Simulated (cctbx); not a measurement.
# Symmetry from intensities

Cell: a = 10.5000 Å, b = 10.5000 Å, c = 10.5000 Å, α = 90.00°, β = 90.00°, γ = 90.00°. Expected content of the cell: Yb4 Ag8 Br24 Cu4.

The data are simulated with cctbx, not measured: Cu Kα, λ = 1.54184 Å, to d = 0.8 Å, 95 % of the full sphere, strongest reflection 40000 counts, noise from counting, a 3 % proportional error and a noise floor of 4 counts (s.d.); no absorption.

Tests on the unmerged data give:

```text
8948 reflections to d = 0.801 A
centring   violations  <I/sigma> of those
    A          0 of  4428     -0.0
    B          0 of  4439     -0.0
    C          0 of  4437     -0.0
    I        910 of  4469      3.1
    R       1388 of  5969      4.4
    F          0 of  6652     -0.0
Laue class    unique    Rint  (classes that these axes allow; Friedel mates merged)
F m m m           358   0.027
F m -3            124   0.029
F m -3 m           89   0.029
space group    extra absences  I>4sigma  <I/sigma>
F 4 3 2                 0          0         -  acentric
F -4 3 m                0          0         -  acentric
F m -3 m                0          0         -  centric
Wilson B = 0.73 A^2   <|E^2-1|> = 0.845 (0.968 centric, 0.736 acentric)   E^2>4: 4.5 %
shell (A)         n   <I/sigma>
 6.06 - 1.52     18     80.6
 1.52 - 1.21     13     87.9
 1.21 - 1.06     10     88.1
 1.06 - 0.96     14     77.2
 0.96 - 0.90     11     85.9
 0.90 - 0.84     12     90.9
 0.84 - 0.80     11     66.4
```

Q: Read the symmetry from these tables.

The reflections that A, B, C and F centring forbids are absent (⟨I/σ⟩ near 0), so the lattice is F. F holds A, B and C together.

Rint stays low (0.027 to 0.029) up to F m -3 m, the highest class in these axes.

3 settings pass the absence test. No glide or screw absences show, which leaves F 4 3 2, F -4 3 m and F m -3 m.

⟨|E²−1|⟩ = 0.845 lies between the two ideal values. The Wilson B of 0.73 Å² means U ≈ 0.0092 Å².

The true group is Fm-3m (no. 225), Laue class m-3m, centrosymmetric. The tables only narrow the choice to the tied entries; cell content, site symmetry and trial solutions must settle it.

The model is made up (kin elements in a known structure type, no relaxation), so it says nothing on whether the phase exists.

[Logs are printed without paths, hosts, clocks, repeated set-up lines and the standing remarks that a program may print on its own settings, such as how far it seeks lower states.]
